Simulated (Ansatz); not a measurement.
# SrB4 (built on the sites of a database entry of SrIn4): a soft mode frozen in, part 2 of 2

Which phase does SrB4 (built on the sites of a database entry of SrIn4) fall into along its unstable mode, and how much energy does it gain?

Ansatz 0.2.0; DFT PBEsol, scalar-relativistic, plane waves, PAW.

So far, highest frequency on the path or at a solved wavevector (cm⁻¹): step 2 (the dispersion) 752. Also lowest frequency on the path (cm⁻¹): step 2 -460.

The structure was built from a prototype and need not be the compound's stable phase.

## 5. Energy along the mode, all amplitudes (two of the runs are shown above)

An imaginary frequency means negative curvature, so the energy should fall and then rise again as anharmonic terms take over.

Numbers from this step:

| Property | Result |
| --- | --- |
| depth at the lowest point sampled | 87.42 meV/atom |
| largest atomic shift at that point | 0.22 Å |

The energy from the parent by largest atomic shift:

```tsv
largest atomic shift (Å)	energy from the parent (meV/atom)
0.000	0
0.040	-4.48
0.080	-17.6
0.140	-50.3
0.220	-87.4
0.320	-71.8
0.450	163
```

Displacement at unit largest shift by atom:

```tsv
atom	x (Å)	y (Å)	z (Å)	size
Sr1	0.018	-0.007	0.000	0.019
Sr2	-0.018	0.007	0.000	0.019
B3	-0.931	-0.365	0.000	1.000
B4	0.931	0.365	0.000	1.000
B5	0.931	0.365	0.000	1.000
B6	-0.931	-0.365	0.000	1.000
B7	-0.726	0.285	0.000	0.780
B8	0.726	-0.285	0.000	0.780
B9	0.726	-0.285	0.000	0.780
B10	-0.726	0.285	0.000	0.780
```

The lowest of the steps tried is at 0.22 Å, 87.4 meV/atom below the parent; the bottom of the well need not coincide with a step.

## 6. Relaxation from the frozen mode

Starting from the lowest point found, all atoms and the cell are let go, so that strain and other modes of the same symmetry can join in.

The input, input.yaml:

```yaml
crystal:
  lattice:
    - [0.0, -3.1456716314, 0.0]
    - [-3.1456716314, 0.0, 0.0]
    - [0.0, 0.0, -10.5221530169]
  atoms:
    - { symbol: Sr, position: [0.500506632, 0.4987081901, 0.5] }
    - { symbol: Sr, position: [0.999493368, 1.0012918099, 0.0] }
    - { symbol: B, position: [0.5255350024, 1.0651091341, 0.25] }
    - { symbol: B, position: [-0.0255350024, 0.4348908659, 0.75] }
    - { symbol: B, position: [0.9744649976, 0.4348908659, 0.25] }
    - { symbol: B, position: [0.5255350024, 0.0651091341, 0.75] }
    - { symbol: B, position: [0.4800876242, 0.5507725642, 0.1660058169] }
    - { symbol: B, position: [1.0199123758, 0.9492274358, 0.6660058169] }
    - { symbol: B, position: [0.0199123758, -0.0507725642, 0.3339941831] }
    - { symbol: B, position: [0.4800876242, 0.5507725642, 0.8339941831] }
kpoints:
  mp_grid: { grid: [12, 12, 4] }
hamiltonian:
  xc: pbesol
scf:
  occupations: { method: methfessel_paxton, width: 0.2 }
output:
  forces: true
  stress: true
  eigenvalues: true
relax:
  adjacent_minimum: "off"
  f_tol: 0.002
  max_steps: 120
  cell: { stress_tol: 0.03 }
```

The run is started by

```
$ ansatz run input.yaml --threads 8 --pin off --max-ram 14336MiB --backend cpu --events-out ev --progress --plain --runs-dir out
```

Numbers of over 12 decimals in the logs are rounded to 6 here.

Log:

```text
[...]
Crystal: 10 atoms, lattice volume = 104.119 Å³
Basis set: ecut = 420 eV, 2051 PW (Γ), exchange–correlation on 48×48×144 points (8 copies of the dense FFT grid, shifted against one another)
Bands: 32, of which v1, the nominal top of the filled ones, is band 22 counted from 1 (21 counted from 0)
Symmetry: 4 space group operations
[...]
k-points: 222 of 576
[...]
SCF iter   1: F=—  HF=-8204.014887 eV  |F-HF|=—  |Δ(HF+E_count)|=         —  Δρ=6.74e-3  dr2=5.19e-2  ethr=1.77e-3  ⟨swp⟩=10.5  Hψ=45949  notcnv=0  defer=1
[...]
SCF iter   6: F=-8204.001250 eV  HF=-8204.001250 eV  |F-HF|=2.52e-8  |Δ(HF+E_count)|=   3.34e-9  S|Δr|=    0.00e0  Δρ=6.92e-6  dr2=6.72e-8  ethr=2.27e-10  ⟨swp⟩=10.9  Hψ=40680  notcnv=0
SCF 1 converged in 6 iterations: F = -8204.001250 eV  dr2 = 6.72e-8
[...]
relax step   1: F+E_penalty+E_count = -8204.00124978 eV  Δ(F+E_penalty+E_count) = +0.000e0 eV  max|allowed force component| = 1.405e0 eV/Å  Δτ_max = 0.0000 Å  P = +0.091 GPa  Ω = 104.119 Å³  (6 SCF iters, dr2 threshold 1.00e-7 eV, accepted)
Crystal: 10 atoms, lattice volume = 107.440 Å³
Basis set: ecut = 420 eV, 2111 PW (Γ), exchange–correlation on 48×48×144 points (8 copies of the dense FFT grid, shifted against one another)
[...]
SCF iter   6: F=-8204.735205 eV  HF=-8204.735205 eV  |F-HF|=4.34e-8  |Δ(HF+E_count)|=   3.76e-7  S|Δr|=    0.00e0  Δρ=1.22e-5  dr2=1.83e-7  ethr=2.27e-9  ⟨swp⟩=8.9  Hψ=38175  notcnv=0
SCF 2 converged in 6 iterations: F = -8204.735205 eV  dr2 = 1.83e-7
relax step   2: F+E_penalty+E_count = -8204.73520488 eV  Δ(F+E_penalty+E_count) = -7.340e-1 eV  max|allowed force component| = 7.946e-1 eV/Å  Δτ_max = 0.1079 Å  P = -4.365 GPa  Ω = 107.440 Å³  energy of the carried Pulay correction = -3.434e-3 eV  (6 SCF iters, dr2 threshold 1.00e-6 eV, accepted)
Crystal: 10 atoms, lattice volume = 106.370 Å³
Basis set: ecut = 420 eV, 2095 PW (Γ), exchange–correlation on 48×48×144 points (8 copies of the dense FFT grid, shifted against one another)
[...]
SCF iter   6: F=-8205.111226 eV  HF=-8205.111226 eV  |F-HF|=7.00e-9  |Δ(HF+E_count)|=   1.66e-7  S|Δr|=    0.00e0  Δρ=7.09e-6  dr2=5.69e-8  ethr=2.27e-9  ⟨swp⟩=8.6  Hψ=35742  notcnv=0
SCF 3 converged in 6 iterations: F = -8205.111226 eV  dr2 = 5.69e-8
relax step   3: F+E_penalty+E_count = -8205.11122596 eV  Δ(F+E_penalty+E_count) = -3.760e-1 eV  max|allowed force component| = 7.263e-1 eV/Å  Δτ_max = 0.1046 Å  P = -2.395 GPa  Ω = 106.370 Å³  energy of the carried Pulay correction = -2.339e-3 eV  (6 SCF iters, dr2 threshold 1.00e-6 eV, accepted)
[... from here on, the SCF cycles and remarks between the steps are left out ...]
relax step   4: F+E_penalty+E_count = -8205.38411371 eV  Δ(F+E_penalty+E_count) = -2.729e-1 eV  max|allowed force component| = 5.960e-1 eV/Å  Δτ_max = 0.1632 Å  P = +2.556 GPa  Ω = 105.155 Å³  energy of the carried Pulay correction = -1.082e-3 eV  (6 SCF iters, dr2 threshold 1.00e-6 eV, accepted)
relax step   5: F+E_penalty+E_count = -8205.51118415 eV  Δ(F+E_penalty+E_count) = -1.271e-1 eV  max|allowed force component| = 5.340e-1 eV/Å  Δτ_max = 0.0503 Å  P = +0.160 GPa  Ω = 106.380 Å³  energy of the carried Pulay correction = -2.349e-3 eV  (5 SCF iters, dr2 threshold 1.00e-6 eV, accepted)
relax step   6: F+E_penalty+E_count = -8205.56848098 eV  Δ(F+E_penalty+E_count) = -5.730e-2 eV  max|allowed force component| = 2.712e-1 eV/Å  Δτ_max = 0.0473 Å  P = -0.258 GPa  Ω = 106.802 Å³  energy of the carried Pulay correction = -2.782e-3 eV  (5 SCF iters, dr2 threshold 1.00e-6 eV, accepted)
relax step   7: F+E_penalty+E_count = -8205.60370196 eV  Δ(F+E_penalty+E_count) = -3.522e-2 eV  max|allowed force component| = 2.079e-1 eV/Å  Δτ_max = 0.0311 Å  P = +0.424 GPa  Ω = 106.471 Å³  energy of the carried Pulay correction = -2.443e-3 eV  (5 SCF iters, dr2 threshold 1.00e-6 eV, accepted)
relax step   8: F+E_penalty+E_count = -8205.60075994 eV  Δ(F+E_penalty+E_count) = +2.942e-3 eV  max|allowed force component| = 3.458e-1 eV/Å  Δτ_max = 0.1634 Å  P = -0.095 GPa  Ω = 106.063 Å³  energy of the carried Pulay correction = -2.023e-3 eV  (5 SCF iters, dr2 threshold 1.00e-6 eV, rejected (line search))
relax step   9: F+E_penalty+E_count = -8205.65860284 eV  Δ(F+E_penalty+E_count) = -5.490e-2 eV  max|allowed force component| = 4.880e-2 eV/Å  Δτ_max = 0.0817 Å  P = +0.036 GPa  Ω = 106.372 Å³  energy of the carried Pulay correction = -2.341e-3 eV  (8 SCF iters, accepted)
relax step  10: F+E_penalty+E_count = -8205.66460762 eV  Δ(F+E_penalty+E_count) = -6.005e-3 eV  max|allowed force component| = 9.333e-3 eV/Å  Δτ_max = 0.0345 Å  P = +0.002 GPa  Ω = 106.317 Å³  energy of the carried Pulay correction = -2.284e-3 eV  (5 SCF iters, dr2 threshold 1.70e-7 eV, accepted)
relax step  11: F+E_penalty+E_count = -8205.66469857 eV  Δ(F+E_penalty+E_count) = -9.095e-5 eV  max|allowed force component| = 1.334e-3 eV/Å  Δτ_max = 0.0027 Å  P = -0.010 GPa  Ω = 106.319 Å³  energy of the carried Pulay correction = -2.287e-3 eV  (5 SCF iters, dr2 threshold 2.73e-8 eV, accepted)
relax step  12: F+E_penalty+E_count = -8205.66936150 eV  Δ(F+E_penalty+E_count) = -4.663e-3 eV  max|allowed force component| = 2.150e-3 eV/Å  Δτ_max = 0.0000 Å  P = +0.061 GPa  Ω = 106.319 Å³  stress off target by 1.53e-1 GPa  SCF on the basis re-selected at this cell (its energy is not comparable with the rows above)  (5 SCF iters)
relax step  13: F+E_penalty+E_count = -8205.66933755 eV  Δ(F+E_penalty+E_count) = +2.395e-5 eV  max|allowed force component| = 6.567e-4 eV/Å  Δτ_max = 0.0003 Å  P = -0.001 GPa  Ω = 106.353 Å³  energy of the carried Pulay correction = -4.333e-5 eV  (3 SCF iters, dr2 threshold 5.83e-8 eV, accepted)
[...]
SCF iter   5: F=-8205.669377 eV  HF=-8205.669377 eV  |F-HF|=3.64e-12  |Δ(HF+E_count)|=  1.26e-10  S|Δr|=    0.00e0  Δρ=1.20e-7  dr2=1.44e-11  ethr=1.00e-12  ⟨swp⟩=5.4  Hψ=37205  notcnv=0
SCF 14 converged in 5 iterations: F = -8205.669377 eV  dr2 = 1.44e-11
relax step  14: F+E_penalty+E_count = -8205.66937682 eV  Δ(F+E_penalty+E_count) = -3.927e-5 eV  max|allowed force component| = 7.124e-4 eV/Å  Δτ_max = 0.0000 Å  P = -0.001 GPa  Ω = 106.353 Å³  stress off target by 1.66e-2 GPa  SCF on the basis re-selected at this cell (its energy is not comparable with the rows above)  (5 SCF iters)
[...]
SCF converged after 5 iterations
[...]
Free energy (F): -8205.669377 eV
[...]
Internal energy: -8205.668694 eV  (E = F + TS)
E sigma→0 (E₀):  -8205.669206 eV
Entropy (-TS):   -0.000683 eV (-0.068 meV/atom)
Fermi energy:    11.129224 eV
Step filling:    the computed levels leave a gap of 0.0001 eV = 0.0 smearing widths at the electron count; against every level under it full and every level over it empty, smearing changes F+E_penalty+E_count by +1.043 meV and its σ→0 estimate by +1.214 meV
[...]
--- Forces (eV/Å), atoms counted from 1 ---
  atom   1  Sr    -0.00019561     0.00008723     0.00000000
  atom   2  Sr     0.00019561    -0.00008723     0.00000000
  atom   3  B     -0.00070942    -0.00071242     0.00003426
  atom   4  B      0.00070942     0.00071242     0.00003426
  atom   5  B      0.00070942     0.00071242    -0.00003426
  atom   6  B     -0.00070942    -0.00071242    -0.00003426
  atom   7  B      0.00050650    -0.00043855     0.00005486
  atom   8  B     -0.00050650     0.00043855     0.00005486
  atom   9  B     -0.00050650     0.00043855    -0.00005486
  atom  10  B      0.00050650    -0.00043855    -0.00005486
  max |Σ_I F_I| component: 2.17e-19 eV/Å
--- Stress (GPa, compression-positive) ---
       -0.005935       0.010271      -0.000000
        0.010271      -0.006690       0.000000
       -0.000000       0.000000       0.008921
  P = ⅓ Tr σ = -0.0012 GPa (-0.012 kbar)
--- Band table (eV; the first three rows and the last of 222) ---
  k-point 0: bands = [... 18 lower, 7.9730, 8.6539, 9.0248, 10.8386, 11.2165, 11.6364, 12.7954, 14.1807, ... 6 higher]
  k-point 1: bands = [... 18 lower, 8.2032, 8.6948, 8.9832, 9.9533, 11.7509, 12.1297, 12.5147, 13.8432, ... 6 higher]
  k-point 2: bands = [... 18 lower, 8.7358, 8.7358, 9.0751, 9.0751, 12.0715, 12.0715, 13.1100, 13.1100, ... 6 higher]
  k-point 221: bands = [... 18 lower, 8.2952, 8.2952, 8.5688, 8.5688, 10.3863, 10.3863, 15.2515, 15.2515, ... 6 higher]
--- Relaxed structure (12 steps of the walk, 11 accepted, 2 SCFs on fresh bases) ---
  F+E_penalty+E_count = -8205.66937682 eV   max|allowed force component| = 7.124e-4 eV/Å   (the final SCF, on the basis selected at the relaxed cell)
  cell:  # Å, volume = 106.3532 Å³
    - [-0.033607, -3.210776, 0.0]
    - [-3.210772, -0.033607, 0.0]
    - [0.0, 0.0, -10.317599]
  atoms:
    - { symbol: Sr, position: [0.537559, 0.462431, 0.5] }
    - { symbol: Sr, position: [0.962441, 1.037569, 3.7506543589592646e-19] }
    - { symbol: B, position: [0.565044, 1.065046, 0.250000] }
    - { symbol: B, position: [-0.065044, 0.434954, 0.750000] }
    - { symbol: B, position: [0.934956, 0.434954, 0.250000] }
    - { symbol: B, position: [0.565044, 0.065046, 0.750000] }
    - { symbol: B, position: [0.411209, 0.588794, 0.186716] }
    - { symbol: B, position: [1.088791, 0.911206, 0.686716] }
    - { symbol: B, position: [0.088791, -0.088794, 0.313284] }
    - { symbol: B, position: [0.411209, 0.588794, 0.813284] }
```

Run time: 92 s. Hardware: 8 threads of Arm Neoverse V1, shared host; peak memory 0.94 GiB; 12 min of CPU time.

Step by step:

```tsv
step	energy less that of the first step (eV)	largest force component (eV/Å)	pressure (GPa)	volume (Å³)
1	0.0000	1.4055	0.09	104.12
2	-0.7340	0.7946	-4.36	107.44
3	-1.1100	0.7263	-2.40	106.37
4	-1.3829	0.5960	2.56	105.15
5	-1.5099	0.5340	0.16	106.38
6	-1.5672	0.2712	-0.26	106.80
7	-1.6025	0.2079	0.42	106.47
8	-1.5995	0.3458	-0.10	106.06
9	-1.6574	0.0488	0.04	106.37
10	-1.6634	0.0093	0.00	106.32
11	-1.6634	0.0013	-0.01	106.32
12*	-1.6681	0.0022	0.06	106.32
13	-1.6681	0.0007	0.00	106.35
14*	-1.6681	0.0007	0.00	106.35
```

Relaxation steps marked * repeat the geometry before them on a plane-wave basis chosen anew for their cell, so energy and pressure can jump there. Relaxation step 8 was tried and not accepted.

Forces are held to the 4 operations that the run works with; a distortion that breaks them can't arise in this run.

```tsv
cell as run	before	after	change
a (Å)	3.146	3.211	+2.1 %
b (Å)	3.146	3.211	+2.1 %
c (Å)	10.522	10.318	-1.9 %
γ (°)	90.00	88.80	-1.3 %
volume (Å³/atom)	10.41	10.64	+2.1 %
```

The atoms that moved most (Å, as changes of fractional coordinates times the final cell):

```tsv
atom	dx	dy	dz	length
B10	-0.120	0.220	0.214	0.329
B8	0.120	-0.220	-0.214	0.329
B9	0.120	-0.220	0.214	0.329
B7	-0.120	0.220	-0.214	0.329
Sr2	-0.115	0.118	0.000	0.165
Sr1	0.115	-0.118	0.000	0.165
B6	-0.001	-0.127	0.000	0.127
B4	0.001	0.127	0.000	0.127
```

Final coordinates:

```xyz
10
Lattice="-0.0336 -3.2108 0.0000 -3.2108 -0.0336 0.0000 0.0000 0.0000 -10.3176" Properties=species:S:1:pos:R:3 pbc="T T T"
Sr   -1.5028   -1.7415   -5.1588
Sr   -3.3637   -3.1251    0.0000
B    -3.4386   -1.8500   -2.5794
B    -1.3944    0.1942   -7.7382
B    -1.4280   -3.0166   -2.5794
B    -0.2278   -1.8164   -7.7382
B    -1.9043   -1.3401   -1.9265
B    -2.9623   -3.5265   -7.0853
B     0.2821   -0.2821   -3.2323
B    -1.9043   -1.3401   -8.3911
```

Numbers from this step:

```yaml
pressure: -0.001235 GPa
volume_per_atom: 10.64 Å³
```

The distorted start has space group P2_1/m; the relaxation ends in Cmcm.

## 7. Outcome

```json
{
  "unstable mode of the parent": "q = (-0.5, -0.5, -0.5), 460i cm⁻¹",
  "depth at the lowest point sampled": "87.4 meV/atom",
  "largest atomic shift at that point": "0.22 Å",
  "space group reached (within 0.01 Å)": "Cmcm",
  "energy gained over the parent (first relaxation, on the mesh of the frozen mode)": "254 meV/atom",
  "volume per atom, phase reached": "10.6 Å³"
}
```

Along this mode the structure falls into Cmcm, 254 meV/atom below the parent. At the parent's cell the well is 87.42 meV/atom deep on the steps tried, with its lowest point at a shift of 0.22 Å. Relaxing atoms and cell changes the gain by +166.82 meV/atom against the lowest step (energies at zero smearing). Most of the total comes from this relaxation. The modes of the phase reached were not computed on this path. Of the 5 patterns followed to their end from this parent, this one reaches the lowest energy. Each path keeps the symmetry of its pattern, so a lower phase may lie along a pattern not tried. The q mesh stands for a supercell only 6.3 Å across, so branches between the solved wavevectors are rough. With no gap, or one that is small against the smearing, the frequencies hang on the k mesh and the smearing, most of all near Kohn anomalies. A phonon run warned that its eigensolver left some bands unconverged in a pass. The starting cell was built on a prototype and not taken from a measurement, so the phase need not exist.

[Logs are printed without paths, hosts, clocks, repeated set-up lines and the standing remarks that a program may print on its own settings, such as how far it seeks lower states.]

[Hosts, paths, dates, database ids (printed as entryN), source tags and the programs' standing remarks are cut or masked in the printed files.]
